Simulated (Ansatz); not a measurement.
Consider RbMnF3 (Pm-3m).

```
Rb Mn F
1.0
     0.00000   -4.23247    0.00000
    -4.23247    0.00000    0.00000
     0.00000    0.00000   -4.23247
Rb Mn F
1 1 3
Direct
  0.00000 0.00000 0.00000
  0.50000 0.50000 0.50000
  0.50000 0.00000 0.50000
  0.50000 0.50000 0.00000
  0.00000 0.50000 0.50000
```

The cell and positions are those that the Materials Project relaxed with its own functionals (PBE, PBE+U or r2SCAN), kept fixed. PAW set soft_2, made with PBE.

A constrained-RPA run (Ansatz 0.2.0; non-magnetic LDA; Mn d, bands v3 to c2, 4×4×4 mesh, medium accuracy) builds 5 functions on bands 2.1 eV wide, with 5.0 electrons in the window. The bare on-site interaction is 20.6 eV and the bare J 0.70 eV.

Q: What U and J survive the screening?

On the Mn d shell, U = 7.06 eV (34 % of the bare value), U′ = 5.92 eV, J = 0.58 eV.

The parent state is non-magnetic and the interaction static (zero frequency); U depends on the window and the orbitals, so it belongs to this model alone.

[Paths, hosts, dates, memory and timing lines, banners, echoed tables and standing remarks are left out of the program output.]

[Logs are printed without paths, hosts, clocks, repeated set-up lines and the standing remarks that a program may print on its own settings, such as how far it seeks lower states.]

[Runs of the session that timed out or met a known fault of the program may be left out.]

[Hosts, paths, dates, database ids (printed as entryN), source tags and the programs' standing remarks are cut or masked in the printed files.]
